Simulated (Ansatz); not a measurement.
# Work function of Ni(100): what the settings cost and change

Aim: the work function of Ni(100) across levels of theory at one geometry.

Method: plane-wave DFT, PBE, Ansatz PAW, in the first sound run; inputs show where later runs differ, in Ansatz 0.2.0.

The experiments to compare with:

“Anisotropic work function of elemental crystals” (2019, arxiv:1902.07811) quotes from earlier work for Ni (clean (100) face, a compiled value): work function (clean (100) face, a compiled value) 5.17 eV.

## Step 1: The system as given

The cell holds 7 atoms: 7 Ni. Cell: a = 2.489 Å, b = 2.489 Å, c = 28.560 Å, α = 90.0°, β = 90.0°, γ = 90.0°. Vacuum lies along c.

## Step 2: Run, setting PBE, Ansatz PAW (420 eV)

A work function rests on the faint tail of the density, so the SCF threshold is tight. PBE on the default files comes first; the next runs keep the geometry and change functional or files, each at the cutoff that its files recommend; a relaxation and, for heavy metals, spin-orbit coupling close the ladder.

input.yaml reads:

```yaml
crystal:
  lattice:
    - [2.4890158698, 0.0, 0.0]
    - [0.0, 2.4890158698, 0.0]
    - [0.0, 0.0, 28.56]
  atoms:
    - { symbol: Ni, position: [0.0, 0.0, 0.3151260504], spin: 0.7 }
    - { symbol: Ni, position: [0.5, 0.5, 0.3767507003], spin: 0.7 }
    - { symbol: Ni, position: [0.0, 0.0, 0.4383753501], spin: 0.7 }
    - { symbol: Ni, position: [0.5, 0.5, 0.5], spin: 0.7 }
    - { symbol: Ni, position: [0.0, 0.0, 0.5616246499], spin: 0.7 }
    - { symbol: Ni, position: [0.5, 0.5, 0.6232492997], spin: 0.7 }
    - { symbol: Ni, position: [0.0, 0.0, 0.6848739496], spin: 0.7 }
magnetization:
  spin_polarized: true
kpoints:
  mp_grid: { grid: [16, 16, 1] }
hamiltonian:
  xc: pbe
scf:
  occupations: { method: fermi_dirac, width: 0.1 }
  convergence: { dr2_threshold: 1.0e-09 }
efield:
  axis: 3
  dipole_correction: true
  ramp_position: 0.97
  ramp_width: 0.06
output:
  write_potential: true
  write_density: true
  volumetric_format: npy
  elf: true
```

Started as:

```
$ ansatz run input.yaml --threads 4 --pin off --max-ram 6144MiB --backend cpu --events-out ev --progress --plain --runs-dir out
```

What it wrote:

```text
Engine: ansatz 0.2.0, x86_64-unknown-linux-gnu
Pseudopotentials: kind: paw
Pseudopotential: Ni, paw, valence charge 18, recommended cutoff 420 eV (normal), Ni.paw.azcp
Functional definition: PBE
  parameter kappa = 0.804
  parameter beta = 0.066725
  exchange = pbe_x(kappa = kappa, mu = beta*pi^2/3)
  correlation = pbe_c(beta = beta)
Crystal: 7 atoms, lattice volume = 176.935 Å³
Basis set: ecut = 420 eV, 3439 PW (Γ)
Bands: 79, of which v1, the nominal top of the filled ones, is band 63 counted from 1 (62 counted from 0)
Symmetry: 8 space group operations
k-points: 45 of 256
Non-local potential: Ni, projectors of the file, l = 0: 3, l = 1: 2, l = 2: 3, l = 3: 1
PAW form: soft (Blöchl's): semilocal exchange-correlation on the pseudo side does not see the compensation charge
PAW one-centre angular grid: Ni, 590 points (default); XC on 64 Gauss nodes
Initial density: superposition of atomic densities (neutral atoms: chi_scale 0, normalization atom)
Starting moments: Σ|m| = 4.9 μB on 7 of 7 sites
Initial wavefunctions: pseudopotential atomic-orbital guess
Functional: x = pbe(κ = 0.804, μ = 0.219515), c = pbe(β = 0.066725)
SCF iter   1: F=—  HF=-40870.236977 eV  |F-HF|=—  |Δ(HF+E_count)|=         —  Δρ=4.32e-2 (↑2.28e-2 ↓4.32e-2)  dr2=7.28e0  dr2_m=1.34e0  M=5.881 μB ∫|m|=6.171 μB  β_m=1.00  ethr=3.10e-3  p=0.000 e·Å  D=5.13e-13 V/Å  ΔV_dip=-0.00 eV  dr2_dipole=1.32e-7  V_vac-E_F(+/−)=7.20/7.20 eV  ⟨swp⟩=9.7  Hψ=33911  notcnv=0  defer=169
Mixer restart at iter 1: flushing history
efield: sawtooth ramp at fractional position 0.9700 (set: `efield.ramp_position`, or a place that a band, a saddle search or an elastic batch's reference lends), width 0.0600; the density the first Hamiltonian is built on has a dipole p = 0.000 e·Å; the dipole correction subtracts the counter field D = 5.13e-13 V/Å, which shifts the + side's vacuum level by -0.00 eV against the − side's; the planar-averaged density in the ramp window peaks in size at 1.1e-5 e/Å³
preconditioner: auto → LDOS  [metal: Δε(μ)=0.002 eV  Ē_g=7.555 eV  σ=0.100 eV  W_gap=0.00  n_scr=42 (ndim 8)  ℏωp=23.4 eV  f_vac=0.522  D(μ)=12.74/eV (n_scr^D=144)]
spin=Collinear: LDOS preconditioning applied to the charge; magnetization (m = ρ↑ − ρ↓) channel mixes plain (no charge-response kernel on spin).
SCF iter   2: F=—  HF=-40870.589290 eV  |F-HF|=—  |Δ(HF+E_count)|=   3.52e-1  Δρ=1.36e-2 (↑1.25e-2 ↓1.36e-2)  dr2=1.07e0  dr2_m=2.50e-2  M=5.533 μB ∫|m|=6.068 μB  β_m=0.30  ethr=3.10e-3  p=0.000 e·Å  D=1.36e-5 V/Å  ΔV_dip=-0.00 eV  dr2_dipole=1.26e-8  V_vac-E_F(+/−)=6.24/6.24 eV  ⟨swp⟩=2.4  Hψ=11870  notcnv=0  defer=341
density mixer auto → msr1: a metal under ldos (density of states about μ 3.69 of a free-electron gas's, 42 screened modes)
SCF iter   3: F=—  HF=-40873.011430 eV  |F-HF|=—  |Δ(HF+E_count)|=    2.42e0  Δρ=1.03e-2 (↑5.84e-3 ↓1.03e-2)  dr2=2.63e-1  dr2_m=4.28e-2  M=5.373 μB ∫|m|=5.932 μB  β_m=0.48  ethr=8.53e-4  p=0.000 e·Å  D=4.88e-6 V/Å  ΔV_dip=-0.00 eV  dr2_dipole=4.95e-10  V_vac-E_F(+/−)=5.83/5.83 eV  ⟨swp⟩=2.6  Hψ=11171  notcnv=0  defer=350
SCF iter   4: F=—  HF=-40875.645352 eV  |F-HF|=—  |Δ(HF+E_count)|=    2.63e0  Δρ=1.22e-2 (↑4.31e-3 ↓1.22e-2)  dr2=2.40e-1  dr2_m=5.08e-2  M=4.960 μB ∫|m|=5.568 μB  β_m=0.63  ethr=2.09e-4  p=0.000 e·Å  D=2.99e-7 V/Å  ΔV_dip=-0.00 eV  dr2_dipole=4.80e-11  V_vac-E_F(+/−)=5.30/5.30 eV  ⟨swp⟩=2.8  Hψ=13507  notcnv=0  defer=371
SCF iter   5: F=—  HF=-40876.403219 eV  |F-HF|=—  |Δ(HF+E_count)|=   7.58e-1  Δρ=4.95e-3 (↑2.70e-3 ↓4.95e-3)  dr2=6.80e-2  dr2_m=5.98e-3  M=4.728 μB ∫|m|=5.331 μB  β_m=0.81  ethr=1.90e-4  p=-0.000 e·Å  D=-3.89e-6 V/Å  ΔV_dip=0.00 eV  dr2_dipole=1.67e-8  V_vac-E_F(+/−)=5.11/5.11 eV  ⟨swp⟩=2.4  Hψ=12029  notcnv=0  defer=388
SCF iter   6: F=—  HF=-40876.502696 eV  |F-HF|=—  |Δ(HF+E_count)|=   9.95e-2  Δρ=4.96e-3 (↑3.68e-3 ↓4.96e-3)  dr2=7.84e-2  dr2_m=1.84e-3  M=4.650 μB ∫|m|=5.269 μB  β_m=0.67  ethr=5.39e-5  p=0.000 e·Å  D=1.16e-6 V/Å  ΔV_dip=-0.00 eV  dr2_dipole=1.41e-8  V_vac-E_F(+/−)=5.00/5.00 eV  ⟨swp⟩=2.5  Hψ=14810  notcnv=0  defer=425
SCF iter   7: F=—  HF=-40876.483537 eV  |F-HF|=—  |Δ(HF+E_count)|=   1.92e-2  Δρ=2.23e-3 (↑7.91e-4 ↓2.23e-3)  dr2=8.90e-3  dr2_m=1.27e-3  M=4.626 μB ∫|m|=5.248 μB  β_m=0.56  ethr=5.39e-5  p=-0.000 e·Å  D=-1.27e-6 V/Å  ΔV_dip=0.00 eV  dr2_dipole=5.62e-11  V_vac-E_F(+/−)=4.96/4.96 eV  ⟨swp⟩=2.4  Hψ=13573  notcnv=0  defer=425
SCF iter   8: F=—  HF=-40876.480677 eV  |F-HF|=—  |Δ(HF+E_count)|=   2.86e-3  Δρ=5.23e-4 (↑5.23e-4 ↓3.88e-4)  dr2=5.57e-4  dr2_m=1.11e-4  M=4.614 μB ∫|m|=5.238 μB  β_m=0.74  ethr=7.06e-6  p=-0.000 e·Å  D=-6.08e-7 V/Å  ΔV_dip=0.00 eV  dr2_dipole=1.28e-10  V_vac-E_F(+/−)=4.91/4.91 eV  ⟨swp⟩=2.7  Hψ=12245  notcnv=0  defer=425
SCF iter   9: F=—  HF=-40876.482045 eV  |F-HF|=—  |Δ(HF+E_count)|=   1.37e-3  Δρ=3.35e-4 (↑1.58e-4 ↓3.35e-4)  dr2=2.63e-4  dr2_m=2.92e-5  M=4.622 μB ∫|m|=5.246 μB  β_m=0.66  ethr=4.42e-7  p=-0.000 e·Å  D=-1.78e-7 V/Å  ΔV_dip=0.00 eV  dr2_dipole=6.32e-10  V_vac-E_F(+/−)=4.92/4.92 eV  ⟨swp⟩=2.9  Hψ=13435  notcnv=0  defer=425
SCF iter  10: F=—  HF=-40876.481979 eV  |F-HF|=—  |Δ(HF+E_count)|=   6.55e-5  Δρ=2.16e-4 (↑9.52e-5 ↓2.16e-4)  dr2=8.17e-5  dr2_m=1.69e-5  M=4.623 μB ∫|m|=5.248 μB  β_m=0.61  ethr=2.09e-7  p=-0.000 e·Å  D=-1.45e-7 V/Å  ΔV_dip=0.00 eV  dr2_dipole=1.33e-10  V_vac-E_F(+/−)=4.91/4.91 eV  ⟨swp⟩=2.2  Hψ=11153  notcnv=0  defer=425
SCF iter  11: F=—  HF=-40876.481982 eV  |F-HF|=—  |Δ(HF+E_count)|=   3.17e-6  Δρ=7.93e-5 (↑6.20e-5 ↓7.93e-5)  dr2=1.84e-5  dr2_m=1.19e-6  M=4.624 μB ∫|m|=5.249 μB  β_m=0.55  ethr=6.48e-8  p=-0.000 e·Å  D=-3.65e-8 V/Å  ΔV_dip=0.00 eV  dr2_dipole=3.65e-11  V_vac-E_F(+/−)=4.91/4.91 eV  ⟨swp⟩=2.8  Hψ=12536  notcnv=0  defer=423
SCF iter  12: F=—  HF=-40876.481980 eV  |F-HF|=—  |Δ(HF+E_count)|=   2.38e-6  Δρ=2.55e-5 (↑1.34e-5 ↓2.55e-5)  dr2=9.12e-7  dr2_m=3.65e-7  M=4.624 μB ∫|m|=5.249 μB  β_m=0.67  ethr=1.46e-8  p=0.000 e·Å  D=2.43e-8 V/Å  ΔV_dip=-0.00 eV  dr2_dipole=4.34e-12  V_vac-E_F(+/−)=4.91/4.91 eV  ⟨swp⟩=2.0  Hψ=10104  notcnv=0  defer=423
SCF iter  13: F=—  HF=-40876.481980 eV  |F-HF|=—  |Δ(HF+E_count)|=   3.85e-7  Δρ=4.92e-6 (↑3.60e-6 ↓4.92e-6)  dr2=3.73e-7  dr2_m=1.47e-8  M=4.624 μB ∫|m|=5.249 μB  β_m=0.67  ethr=7.24e-10  p=-0.000 e·Å  D=-1.07e-7 V/Å  ΔV_dip=0.00 eV  dr2_dipole=3.32e-11  V_vac-E_F(+/−)=4.91/4.91 eV  ⟨swp⟩=2.2  Hψ=11335  notcnv=0  defer=423
SCF iter  14: F=—  HF=-40876.481980 eV  |F-HF|=—  |Δ(HF+E_count)|=   4.85e-8  Δρ=4.68e-6 (↑4.68e-6 ↓4.51e-6)  dr2=6.66e-8  dr2_m=8.96e-9  M=4.624 μB ∫|m|=5.249 μB  β_m=0.71  ethr=2.96e-10  p=0.000 e·Å  D=9.85e-8 V/Å  ΔV_dip=-0.00 eV  dr2_dipole=5.15e-11  V_vac-E_F(+/−)=4.91/4.91 eV  ⟨swp⟩=1.6  Hψ=8601  notcnv=0  defer=423
SCF iter  15: F=—  HF=-40876.481980 eV  |F-HF|=—  |Δ(HF+E_count)|=   1.78e-9  Δρ=2.25e-6 (↑1.64e-6 ↓2.25e-6)  dr2=1.54e-8  dr2_m=5.81e-10  M=4.624 μB ∫|m|=5.249 μB  β_m=0.64  ethr=5.28e-11  p=-0.000 e·Å  D=-2.59e-7 V/Å  ΔV_dip=0.00 eV  dr2_dipole=4.26e-10  V_vac-E_F(+/−)=4.91/4.91 eV  ⟨swp⟩=2.1  Hψ=9830  notcnv=0  defer=423
SCF iter  16: F=—  HF=-40876.481980 eV  |F-HF|=—  |Δ(HF+E_count)|=   1.00e-9  Δρ=1.45e-6 (↑1.15e-6 ↓1.45e-6)  dr2=7.03e-9  dr2_m=1.80e-10  M=4.624 μB ∫|m|=5.249 μB  β_m=0.49  ethr=1.22e-11  p=0.000 e·Å  D=2.87e-7 V/Å  ΔV_dip=-0.00 eV  dr2_dipole=3.72e-10  V_vac-E_F(+/−)=4.91/4.91 eV  ⟨swp⟩=2.7  Hψ=13488  notcnv=0  defer=423
SCF iter  17: F=—  HF=-40876.481980 eV  |F-HF|=—  |Δ(HF+E_count)|=   1.70e-9  Δρ=3.68e-7 (↑3.68e-7 ↓3.29e-7)  dr2=2.82e-10  dr2_m=1.34e-10  M=4.624 μB ∫|m|=5.249 μB  β_m=0.56  ethr=5.58e-12  p=-0.000 e·Å  D=-5.82e-9 V/Å  ΔV_dip=0.00 eV  dr2_dipole=1.14e-12  V_vac-E_F(+/−)=4.91/4.91 eV  ⟨swp⟩=2.0  Hψ=10211  notcnv=0  defer=423
SCF iter  18: F=—  HF=-40876.481980 eV  |F-HF|=—  |Δ(HF+E_count)|=  9.60e-10  Δρ=2.57e-7 (↑7.99e-8 ↓2.57e-7)  dr2=7.82e-11  dr2_m=3.82e-11  M=4.624 μB ∫|m|=5.249 μB  β_m=0.64  ethr=1.00e-12  p=0.000 e·Å  D=1.67e-9 V/Å  ΔV_dip=-0.00 eV  dr2_dipole=1.16e-12  V_vac-E_F(+/−)=4.91/4.91 eV  ⟨swp⟩=1.8  Hψ=8769  notcnv=0  defer=423
SCF iter  19: F=-40876.481980 eV  HF=-40876.481980 eV  |F-HF|=2.91e-10  |Δ(HF+E_count)|=  1.09e-10  Δρ=1.11e-7 (↑7.34e-8 ↓1.11e-7)  dr2=3.05e-11  dr2_m=6.07e-12  M=4.624 μB ∫|m|=5.249 μB  ethr=1.00e-12  p=-0.000 e·Å  D=-3.12e-9 V/Å  ΔV_dip=0.00 eV  dr2_dipole=3.21e-14  V_vac-E_F(+/−)=4.91/4.91 eV  ⟨swp⟩=11.4  Hψ=24983  notcnv=0
SCF 1 converged in 19 iterations: F = -40876.481980 eV  dr2 = 3.05e-11
  greatest PAW one-centre occupation: 1.001 electrons in one spin orbital (limit 2), on the Ni atom at site 6 (counted from 0), in its partial waves of l = 1
WARN: The output density's exchange-correlation potential varies sharply where the density is thin. Do not read a vacuum level from v_tot or v_xc, or from such a field of the output density. On a cell that repeats whose density bears no net charge and no dipole along the vacuum's axis use v_es (v_loc + v_h of the components); under efield.dipole_correction with no amplitude use v_es + v_field, which holds any externa [...]
SCF converged after 19 iterations
Magnetization: 4.6237 μB (65.3119 up, 60.6881 down)
Absolute magnetization: 5.2543 μB (∫|ρ↑−ρ↓|, with the PAW one-centre terms)
Spin contamination: 0.0613 ħ² per cell (⟨S²⟩ above its minimum at these occupations)
Per-site moments (μB) at R_I (Å): [(0.765555, 1.026719), (0.683012, 1.026719), (0.671703, 1.026719), (0.650962, 1.026719), (0.671703, 1.026719), (0.683012, 1.026719), (0.765555, 1.026719)]
Free energy (F): -40876.481980 eV
Harris-Foulkes:  -40876.481980 eV  (|F-HF|=2.91e-10)
Internal energy: -40876.084854 eV  (E = F + TS)
E sigma→0 (E₀):  -40876.283417 eV
Entropy (-TS):   -0.397126 eV (-56.732 meV/atom)
Fermi energy:    5.082630 eV
Dipole field:    D = 0.000000 V/Å  (p = 0.000000 e·Å, saw-weighted, corrected)
Work function:   Φ+ = 4.9093 eV   Φ− = 4.9094 eV
Levels:          The Fermi level and band energies are counted from a zero that moves with the ramp; work functions are not
--- Per-component energies (eV) ---
  E_band       = -3623.623414
  E_kinetic    = 1971.534489
  E_local      = -384981.939407  (includes V_loc(G=0)·N_el)
  E_nonlocal   = 4457.891699
  E_hartree    = 189688.698519
  E_xc         = -589.392615
  E_vxc        = -759.648035  (∫ρ·V_xc dr)
  E_paw        = -11414.839456  (= ΣΔE_a)
  E_vpaw       = -3688.861654  (= ΣTr[D̂ρ^β])
  E_aug_tail   = 0.003715  (compensation charges beyond the density's cutoff)
  E_efield     = 0.000000  (sawtooth field / dipole correction)
  E_vefield    = 0.000000  (∫n·V_field dr)
  E_ewald      = 159991.958201
  E_smearing   = -0.397126  (= −TS)
  E_closure    = -0.000000  (closes the sum)
  Σ components = -40876.481980   (vs F -40876.481980, Δ=0.00e0)
--- Band table (eV; the first three rows and the last of 90) ---
  k-point 0 ↑: bands = [... 59 lower, 4.1005, 4.2432, 4.3901, 4.3990, 4.3990, 4.4775, 4.5212, 4.5713, ... 12 higher]
  k-point 1 ↑: bands = [... 59 lower, 4.0863, 4.2682, 4.2874, 4.2965, 4.3586, 4.4458, 4.4465, 4.5123, ... 12 higher]
  k-point 2 ↑: bands = [... 59 lower, 4.0099, 4.0476, 4.2287, 4.2743, 4.3850, 4.4386, 4.4529, 4.5362, ... 12 higher]
  k-point 44 ↓: bands = [... 59 lower, 5.4895, 5.4901, 5.7643, 5.7643, 7.9759, 7.9759, 9.2711, 9.2711, ... 12 higher]
```

Elapsed: 54 s, on 4 threads of Intel Xeon Platinum 8488C (Sapphire Rapids), shared host; peak memory 1.5 GiB.

The column dr2 measures how far the density is from self-consistency, as an energy; F and HF (Harris–Foulkes) agree once it is small.

Read from the output:

```
energy at zero smearing   : -40876.2834 eV
total moment              : 4.624 μB
site moments              : 0.7656, 0.6830, 0.6717, 0.6510, 0.6717, 0.6830, 0.7656 μB
work function, upper face : 4.909 eV
```

Running mean over 1.76 Å of the planar mean; the ramp of the sawtooth is left out. The electron's electrostatic potential energy less the Fermi level by z:

z (Å), electron's electrostatic potential energy less the Fermi level (eV) and a bar from the least value:
```
        4        4.9 ##############################
        5        4.9 ##############################
        6        4.9 ##############################
        7        4.4 #############################
        8       -1.7 #################
        9       -9.9 #
       10      -10.3 
       11      -10.4 
       12      -10.4 
       13      -10.4 
       14      -10.4 
       15      -10.4 
       16      -10.4 
       17      -10.4 
       18      -10.3 
       19      -10.2 
       20       -7.9 #####
       21        2.6 #########################
       22        4.7 ##############################
       23        4.9 ##############################
       24        4.9 ##############################
       25        4.9 ##############################
```

Site moment by atom:

```
atom  site moment (μB)
 Ni1             0.766
 Ni2             0.683
 Ni3             0.672
 Ni4             0.651
 Ni5             0.672
 Ni6             0.683
 Ni7             0.766
```

Spin density in the ca plane at fractional y = 0.000, with atoms of Ni within 0.2 Å of it.

Values in e/Å³, 5 rows by 16 columns, each cell a mean:
```
0.7 0.1 0.0 0.1 0.6 0.0 0.0 0.6 0.1 0.0 0.1 0.7 0.0 0.0 0.0 0.0
0.0 0.0 0.0 0.0 0.0 0.0 0.0 0.0 0.0 0.0 0.0 0.0 0.0 0.0 0.0 0.0
0.0 0.0 0.0 0.0 0.0 0.0 0.0 0.0 0.0 0.0 0.0 0.0 0.0 0.0 0.0 0.0
0.1 0.0 0.0 0.0 0.1 0.0 0.0 0.1 0.0 0.0 0.0 0.1 0.0 0.0 0.0 0.0
1.2 0.1 0.0 0.2 1.0 0.0 0.0 1.0 0.2 0.0 0.1 1.2 0.0 0.0 0.0 0.0
```
Columns run along c (16.0 Å, from fractional 0.30 to 0.86 of the cell), rows up along a (2.5 Å). Atoms in or near the plane, at fractional coordinates: Ni at (0.32, 0.00), Ni at (0.44, 0.00), Ni at (0.56, 0.00), Ni at (0.68, 0.00).

Electrostatic potential energy in the ca plane at fractional y = 0.000, with atoms of Ni within 0.2 Å of it. With pseudopotentials it is smooth inside the atoms' cores, unlike the true potential.

Values in eV, 5 rows by 16 columns, each cell a mean:
```
-47 -14   7 -17 -45   5   5 -45 -17   7 -14 -47   4  10  10  10
 -8   2   5   1  -8   5   5  -8   1   5   2  -8   7  10  10  10
  3   5   5   5   3   5   5   3   5   5   5   3   8  10  10  10
-23  -3   6  -5 -22   5   5 -22  -5   6  -3 -23   6  10  10  10
-55 -19   8 -23 -53   4   4 -53 -23   8 -19 -55   3  10  10  10
```
Columns run along c (16.0 Å, from fractional 0.30 to 0.86 of the cell; values clipped at the 3rd and 97th percentile), rows up along a (2.5 Å). Atoms in or near the plane, at fractional coordinates: Ni at (0.32, 0.00), Ni at (0.44, 0.00), Ni at (0.56, 0.00), Ni at (0.68, 0.00).

ELF in the ca plane at fractional y = 0.000, with atoms of Ni within 0.2 Å of it. It is the smooth field of the valence electrons, not physical close to the nuclei.

Ten even steps from '0' (0.00) to '9' (0.67), each cell a mean:
```
47742333335863233323685333332477421100000000
34433333323442333332443233333344321110000000
22223433432223443443222343343222222110000000
33344433443334443444333443344433333210000000
33234433443233443443323443344323332210000000
23323333322332343432332233333233222110000000
46642333324653233323564233332466421110000000
59852333236974233324796323332589521100000000
```
Columns run along c (16.0 Å, from fractional 0.30 to 0.86 of the cell), rows up along a (2.5 Å). Atoms in or near the plane, at fractional coordinates: Ni at (0.32, 0.00), Ni at (0.44, 0.00), Ni at (0.56, 0.00), Ni at (0.68, 0.00).

The work function is 4.909 eV.

## Step 3: Run

This step: plane-wave DFT, LDA, Ansatz PAW (Ansatz 0.2.0).

Edit input.yaml of step 2 so:

```diff
@@ -18,3 +18,3 @@
 hamiltonian:
-  xc: pbe
+  xc: lda
 scf:
@@ -31,2 +31 @@
   volumetric_format: npy
-  elf: true
```

What it wrote:

```text
[...]
Crystal: 7 atoms, lattice volume = 176.935 Å³
Basis set: ecut = 420 eV, 3439 PW (Γ)
Bands: 79, of which v1, the nominal top of the filled ones, is band 63 counted from 1 (62 counted from 0)
Symmetry: 8 space group operations
k-points: 45 of 256
[...]
k-point 1 ↑: bands = [... 59 lower, 3.7369, 3.9376, 3.9454, 3.9560, 4.0335, 4.1046, 4.1114, 4.1710, ... 12 higher]
  k-point 2 ↑: bands = [... 59 lower, 3.6757, 3.7023, 3.8839, 3.9359, 4.0425, 4.1003, 4.1005, 4.2053, ... 12 higher]
  k-point 44 ↓: bands = [... 59 lower, 5.0359, 5.0365, 5.3370, 5.3370, 7.6440, 7.6440, 8.9226, 8.9226, ... 12 higher]
[key lines of the parts left out:]
SCF converged after 28 iterations
Magnetization: 4.4598 μB (65.2299 up, 60.7701 down)
Free energy (F): -40411.213615 eV
Fermi energy:    4.673709 eV
Dipole field:    D = -0.000002 V/Å  (p = -0.000002 e·Å, saw-weighted, corrected)
Work function:   Φ+ = 5.2675 eV   Φ− = 5.2676 eV
```

Run time: 81 s. Hardware: 4 threads; peak memory 1.5 GiB.

The work function is 5.268 eV, +0.358 eV from the run “PBE, Ansatz PAW (420 eV)”, at 1.4 times its CPU time.

## Step 4: Slab

This step: plane-wave DFT, PBEsol, Ansatz PAW (Ansatz 0.2.0).

Edit input.yaml of step 3 so:

```diff
@@ -18,3 +18,3 @@
 hamiltonian:
-  xc: lda
+  xc: pbesol
 scf:
```

What it wrote:

```text
[...]
Crystal: 7 atoms, lattice volume = 176.935 Å³
Basis set: ecut = 420 eV, 3439 PW (Γ)
Bands: 79, of which v1, the nominal top of the filled ones, is band 63 counted from 1 (62 counted from 0)
Symmetry: 8 space group operations
k-points: 45 of 256
[...]
k-point 1 ↑: bands = [... 59 lower, 3.9482, 4.1373, 4.1511, 4.1620, 4.2273, 4.3101, 4.3118, 4.3781, ... 12 higher]
  k-point 2 ↑: bands = [... 59 lower, 3.8758, 3.9104, 4.0928, 4.1380, 4.2480, 4.3052, 4.3124, 4.4054, ... 12 higher]
  k-point 44 ↓: bands = [... 59 lower, 5.3290, 5.3297, 5.6168, 5.6168, 7.8124, 7.8124, 9.1073, 9.1073, ... 12 higher]
[key lines of the parts left out:]
SCF converged after 21 iterations
Magnetization: 4.6266 μB (65.3133 up, 60.6867 down)
Free energy (F): -40632.791952 eV
Fermi energy:    4.938640 eV
Dipole field:    D = -0.000024 V/Å  (p = -0.000023 e·Å, saw-weighted, corrected)
Work function:   Φ+ = 5.0222 eV   Φ− = 5.0216 eV
```

It took 57 s on 4 threads; peak memory 1.5 GiB.

The work function is 5.022 eV, +0.113 eV from the run “PBE, Ansatz PAW (420 eV)”, at 1.1 times its CPU time.

[end of part 1 of 2]

[Long decimals in the printed logs are rounded to 6 places.]

[Logs are printed without paths, hosts, clocks, repeated set-up lines and the standing remarks that a program may print on its own settings, such as how far it seeks lower states.]

[Hosts, paths, dates, database ids (printed as entryN), source tags and the programs' standing remarks are cut or masked in the printed files.]

[Maps of the electrostatic potential energy from Ansatz leave out the sawtooth potential of an applied field or a dipole correction, so their vacuum need not be flat; planar profiles and work functions include it.]
